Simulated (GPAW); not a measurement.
# How ZrB absorbs and reflects light

Aim: the dielectric function of ZrB, and the optical constants that follow from it.

Calculated with GPAW 26.7.0; DFT, revPBE, plane-wave PAW (GPAW data sets), scalar-relativistic, RPA, optical limit.

Report form: the programs' logs are mostly left out.

## 1. Set-up

It takes space group Fm-3m (No. 225, cubic). The conventional cell has a = 4.650 Å, b = 4.650 Å, c = 4.650 Å, α = 90.00°, β = 90.00°, γ = 90.00°. Nearest to Zr lie 6 B at 2.33 Å. Nearest to B lie 6 Zr at 2.33 Å. Farther neighbours are not listed.

## 2. Ground state

First the ground state: is it a metal or has it a gap?

This step: DFT, revPBE, plane-wave PAW (GPAW data sets), scalar-relativistic, ground state (GPAW 26.7.0).

gs.py reads:

```python
from ase import Atoms
from ase.dft.bandgap import bandgap
from gpaw import GPAW, PW, FermiDirac

atoms = Atoms(['Zr', 'B'],
              cell=[[0.000000000000, 2.325000000000, 2.325000000000],
                    [2.325000000000, 0.000000000000, 2.325000000000],
                    [2.325000000000, 2.325000000000, 0.000000000000]],
              scaled_positions=[[0.000000000000, 0.000000000000, 0.000000000000],
                                [0.500000000000, 0.500000000000, 0.500000000000]],
              pbc=[True, True, True])
atoms.calc = GPAW(mode=PW(450), xc='revPBE', kpts={'size': (8, 8, 8), 'gamma': True},
                  occupations=FermiDirac(0.05), maxiter=150, txt='gs.txt')
print('energy (eV)', atoms.get_potential_energy())
print('Fermi level (eV)', atoms.calc.get_fermi_level())
print('valence electrons', atoms.calc.get_number_of_electrons())
print('gap (eV)', bandgap(atoms.calc, output=None)[0])
print('direct gap (eV)', bandgap(atoms.calc, direct=True, output=None)[0])
atoms.calc.write('gs.gpw')
```

The run is started by

```bash
> OMP_NUM_THREADS=1 python gs.py
```

It took 8.4 s on 1 thread of Intel Xeon Platinum 8259CL at 2.50GHz (Skylake/Cascade Lake), shared host; peak memory 0.14 GiB.

Numbers from this step:

* energy: -13.73 eV
* Fermi energy: 10.18 eV
* electrons: 15

There are states at the Fermi level within the smearing, so the occupations stay smeared and the carriers get a Drude term.

## 3. Bands for the response

At the fixed density, many empty bands are solved on the mesh of the response, since the spectrum sums over them.

This step: DFT, revPBE, plane-wave PAW (GPAW data sets), scalar-relativistic, bands at fixed density (GPAW 26.7.0).

nscf.py reads:

```python
from ase.dft.bandgap import bandgap
from gpaw import GPAW, FermiDirac

calc = GPAW('gs.gpw').fixed_density(kpts={'size': (16, 16, 16), 'gamma': True}, nbands=29, convergence={'bands': 23},
                                    occupations=FermiDirac(0.05), txt='nscf.txt')
print('gap (eV)', bandgap(calc, output=None)[0])
print('direct gap (eV)', bandgap(calc, direct=True, output=None)[0])
print('top band over the Fermi level (eV)', min(calc.get_eigenvalues(kpt=k)[22] for k in range(len(calc.get_ibz_k_points()))) - calc.get_fermi_level())
calc.write('full.gpw', mode='all')
```

The run is started by

```bash
> OMP_NUM_THREADS=1 python nscf.py
```

Run time: 44 s. Hardware: 1 thread; peak memory 0.19 GiB.

## 4. Dielectric function, RPA

Transitions between filled and empty bands, summed over the zone, give the optical response, so mesh, band count and broadening shape it.

The induced potential is part of this response.

This step: DFT, revPBE, plane-wave PAW (GPAW data sets), scalar-relativistic, RPA, optical limit (GPAW 26.7.0).

df.py reads:

```python
from gpaw.response.df import DielectricFunction

df = DielectricFunction('full.gpw', frequencies={'type': 'nonlinear', 'domega0': 0.03, 'omega2': 8},
                        ecut=50,
                        eta=0.05,
                        nbands=23,
                        rate=0.1,
                        txt='df.txt')
for direction in ['x']:
    df.get_dielectric_function(xc='RPA', direction=direction, filename=f'df_{direction}.csv')
```

The run is started by

```bash
> OMP_NUM_THREADS=1 python df.py
```

Wall time 14 s (1 thread); peak memory 0.23 GiB.

Some rows of df_x.csv (energy; Re and Im without local fields; Re and Im with them):

```text
0.000000, 5977.434367, -0.000000, 5977.367238, -0.000000
0.460735, -227.861378, 136.250160, -227.836065, 136.419367
0.943989, -51.636067, 23.235720, -51.849319, 23.075663
1.451455, -19.853894, 10.602936, -19.928308, 10.525692
1.984998, -3.563487, 12.087520, -3.708951, 12.079282
2.546682, -1.150934, 7.130891, -1.264299, 7.127325
3.138794, 5.096906, 5.164938, 4.956754, 5.123779
3.763875, -0.189255, 8.977147, -0.277559, 9.052983
4.424758, -0.775766, 10.050982, -0.816018, 10.094539
5.124608, 1.284443, 8.066072, 1.201942, 8.067215
5.866977, -0.201114, 10.490061, -0.253205, 10.401467
6.655862, -1.172854, 7.623133, -1.249670, 7.588320
7.495775, 1.077986, 4.804916, 1.091946, 4.766150
8.391833, -4.055885, 3.567240, -4.264488, 3.708925
9.349861, -0.981571, 3.049635, -1.036965, 2.929418
10.376517, -0.506186, 2.839283, -0.721285, 2.807598
11.479449, -2.355289, 4.294987, -2.464442, 4.096258
12.667487, -2.504174, 1.640873, -2.522803, 1.611354
13.950874, -1.625913, 0.797471, -1.669002, 0.763086
```

The Im ε, E ∥ x has structure finer than the step of the table below, so its rows give means over 0.25 eV, whole bins alone (the curve runs from 0.305 to 15.0 eV). Peaks (eV: height): 1.077: 26.5, 1.662: 15.4, 2.022: 13.5, 3.679: 13.0, 4.200: 12.6, 4.840: 12.2, 7.907: 13.6.

Sum at mesh points, not converged in k. Table of Im ε, E ∥ x by photon energy; means over each step:

```tsv
photon energy (eV)	Im ε, E ∥ x
0.50	126
0.75	46.2
1.00	25.0
1.25	19.2
1.50	11.1
1.75	11.3
2.00	11.0
2.25	8.92
2.50	8.01
2.75	8.43
3.00	5.76
3.25	8.74
3.50	10.7
3.75	10.3
4.00	8.04
4.25	11.4
4.50	8.67
4.75	8.65
5.00	9.28
5.25	7.87
5.50	8.77
5.75	9.94
6.00	9.86
6.25	7.55
6.50	8.19
6.75	7.62
7.00	5.84
7.25	5.15
7.50	4.96
7.75	8.55
8.00	11.3
8.25	4.79
8.50	2.93
8.75	2.64
9.00	4.08
9.25	3.60
9.50	3.63
9.75	3.65
10.00	2.79
10.25	3.17
10.50	2.73
10.75	3.63
11.00	5.11
11.25	5.84
11.50	4.43
11.75	4.55
12.00	3.47
12.25	2.95
12.50	2.06
12.75	1.64
13.00	1.47
13.25	1.39
13.50	1.52
13.75	1.15
14.00	0.712
14.25	0.656
14.50	0.693
14.75	0.636
```

Values under 1 per cm are given as 1; sum at mesh points, not converged in k. Table of absorption coefficient, E ∥ x by photon energy:

```tsv
photon energy (eV)	absorption coefficient, E ∥ x (1/cm)
0.492	7.4e5
1.010	6.9e5
1.486	6.6e5
1.985	5.8e5
2.508	5.6e5
3.018	4.4e5
3.510	7.8e5
3.980	7.7e5
4.516	9.7e5
4.981	1.2e6
5.515	1.1e6
6.021	1.5e6
6.494	1.5e6
6.985	1.4e6
7.496	1.0e6
8.026	2.5e6
8.516	1.8e6
9.023	1.5e6
9.483	1.5e6
10.026	1.4e6
10.519	1.2e6
11.029	1.8e6
11.479	2.2e6
12.023	2.4e6
12.504	2.3e6
13.000	2.0e6
13.512	1.9e6
14.040	1.8e6
14.493	1.5e6
```

The Im ε, E ∥ x has structure finer than the step of the table below, so its rows give means over 0.25 eV, whole bins alone (the curve runs from 0.305 to 15.0 eV). Peaks (eV: height): without local fields 1.110: 26.6, 1.662: 15.4, 2.022: 13.6, 3.679: 13.0, 4.200: 12.6, 4.840: 12.2, 7.907: 13.4; with local fields 1.077: 26.5, 1.662: 15.4, 2.022: 13.5, 3.679: 13.0, 4.200: 12.6, 4.840: 12.2, 7.907: 13.6.

Sum at mesh points, not converged in k. The Im ε, E ∥ x by photon energy; means over each step:

```tsv
photon energy (eV)	without local fields	with local fields
0.50	126	126
0.75	46.2	46.2
1.00	25.1	25.0
1.25	19.4	19.2
1.50	11.2	11.1
1.75	11.3	11.3
2.00	11.0	11.0
2.25	8.97	8.92
2.50	8.02	8.01
2.75	8.49	8.43
3.00	5.76	5.76
3.25	8.81	8.74
3.50	10.7	10.7
3.75	10.3	10.3
4.00	8.02	8.04
4.25	11.4	11.4
4.50	8.60	8.67
4.75	8.64	8.65
5.00	9.28	9.28
5.25	7.82	7.87
5.50	8.80	8.77
5.75	10.1	9.94
6.00	9.92	9.86
6.25	7.56	7.55
6.50	8.26	8.19
6.75	7.66	7.62
7.00	5.87	5.84
7.25	5.18	5.15
7.50	4.99	4.96
7.75	8.48	8.55
8.00	11.1	11.3
8.25	4.63	4.79
8.50	2.83	2.93
8.75	2.67	2.64
9.00	4.19	4.08
9.25	3.72	3.60
9.50	3.67	3.63
9.75	3.63	3.65
10.00	2.78	2.79
10.25	3.17	3.17
10.50	2.77	2.73
10.75	3.72	3.63
11.00	5.18	5.11
11.25	6.01	5.84
11.50	4.64	4.43
11.75	4.71	4.55
12.00	3.67	3.47
12.25	3.08	2.95
12.50	2.12	2.06
12.75	1.67	1.64
13.00	1.50	1.47
13.25	1.44	1.39
13.50	1.58	1.52
13.75	1.21	1.15
14.00	0.742	0.712
14.25	0.668	0.656
14.50	0.720	0.693
14.75	0.644	0.636
```

The loss function −Im 1/ε at q → 0, E ∥ x has structure finer than the step of the table below, so its rows give means over 0.25 eV, whole bins alone (the curve runs from 0.305 to 15.0 eV). Peaks (eV: height): 3.018: 0.224, 7.381: 0.237, 8.831: 0.333, 10.096: 0.365, 10.519: 0.390, 13.425: 0.322.

Sum at mesh points, not converged in k. The loss function −Im 1/ε at q → 0, E ∥ x by energy loss; means over each step:

```tsv
energy loss (eV)	loss function −Im 1/ε at q → 0, E ∥ x
0.50	0.00221
0.75	0.00425
1.00	0.00963
1.25	0.0138
1.50	0.0278
1.75	0.0412
2.00	0.0701
2.25	0.0892
2.50	0.113
2.75	0.118
3.00	0.161
3.25	0.0850
3.50	0.0874
3.75	0.0979
4.00	0.113
4.25	0.0824
4.50	0.117
4.75	0.107
5.00	0.110
5.25	0.125
5.50	0.110
5.75	0.0985
6.00	0.0997
6.25	0.128
6.50	0.120
6.75	0.121
7.00	0.155
7.25	0.185
7.50	0.195
7.75	0.112
8.00	0.0699
8.25	0.0867
8.50	0.138
8.75	0.277
9.00	0.236
9.25	0.228
9.50	0.253
9.75	0.239
10.00	0.305
10.25	0.303
10.50	0.358
10.75	0.268
11.00	0.194
11.25	0.159
11.50	0.181
11.75	0.165
12.00	0.163
12.25	0.165
12.50	0.153
12.75	0.191
13.00	0.227
13.25	0.257
13.50	0.292
13.75	0.209
14.00	0.236
14.25	0.343
14.50	0.475
14.75	0.508
```

The reflectivity at normal incidence, E ∥ x has structure finer than the step of the table below, so its rows give means over 0.25 eV, whole bins alone (the curve runs from 0.305 to 15.0 eV). Peaks (eV: height): 2.132: 64.1, 2.898: 46.9, 6.021: 46.1, 6.820: 47.1, 8.208: 66.2, 12.585: 63.0, 13.862: 67.8.

Sum at mesh points, not converged in k. Table of reflectivity at normal incidence, E ∥ x by photon energy; means over each step:

```tsv
photon energy (eV)	reflectivity at normal incidence, E ∥ x (%)
0.50	93.4
0.75	91.7
1.00	87.1
1.25	84.4
1.50	78.3
1.75	71.3
2.00	58.1
2.25	53.5
2.50	46.8
2.75	40.4
3.00	33.7
3.25	33.5
3.50	39.2
3.75	41.5
4.00	34.4
4.25	41.6
4.50	40.6
4.75	34.5
5.00	41.2
5.25	36.1
5.50	36.6
5.75	39.6
6.00	44.7
6.25	42.4
6.50	41.1
6.75	44.8
7.00	42.2
7.25	37.6
7.50	27.7
7.75	34.3
8.00	55.9
8.25	64.4
8.50	59.7
8.75	40.0
9.00	34.0
9.25	40.4
9.50	34.8
9.75	37.2
10.00	35.4
10.25	30.3
10.50	25.0
10.75	22.1
11.00	30.1
11.25	39.5
11.50	43.7
11.75	46.2
12.00	52.1
12.25	54.3
12.50	61.4
12.75	59.5
13.00	57.3
13.25	55.3
13.50	50.7
13.75	62.6
14.00	66.6
14.25	61.2
14.50	53.9
14.75	54.4
```

At chosen wavelengths:

```tsv
wavelength (nm)	n	k	R (%)	1/α
1550	1.95	9.252	91.7	13 nm
1064	1.87	6.312	84.4	13 nm
633	1.91	2.727	52.0	18 nm
450	2.01	1.910	36.8	19 nm
405	1.82	1.204	22.7	27 nm
365	2.74	1.943	38.3	15 nm
248	1.98	2.215	42.5	8.9 nm
```

In reflection the computed colour is yellow: x = 0.344, y = 0.360, luminous reflectivity 54 %.

## 5. Results

At this level (revPBE, RPA) ZrB is a metal. The mesh is too coarse to trust the carriers' weight, the reflectivity or the colour to better than tens of per cent. In reflection the computed colour is yellow: x = 0.344, y = 0.360, luminous reflectivity 54 %. The carriers' damping of 0.1 eV is typed, not computed; it shapes the response at the lowest energies. In this version of GPAW the matrix elements of the optical limit are incomplete, which can lower ε − 1 by up to a tenth where first-row anions or d states rule, and shift it by more in d metals. GPAW's carrier term has the form −ωp²/(ω + i·rate)², which damps like twice the rate and fails at low energy, so the curves leave the lowest energies out. The sum runs over mesh points 0.15 Å⁻¹ apart with no interpolation, so peaks are partly noise of the mesh, and the Drude plasma energy, a sum over the Fermi surface, isn't converged.

[Machine, clock and banner lines and Python warnings are left out of the logs.]

[Logs are printed without paths, hosts, clocks, repeated set-up lines and the standing remarks that a program may print on its own settings, such as how far it seeks lower states.]

[Hosts, paths, dates, database ids (printed as entryN), source tags and the programs' standing remarks are cut or masked in the printed files.]
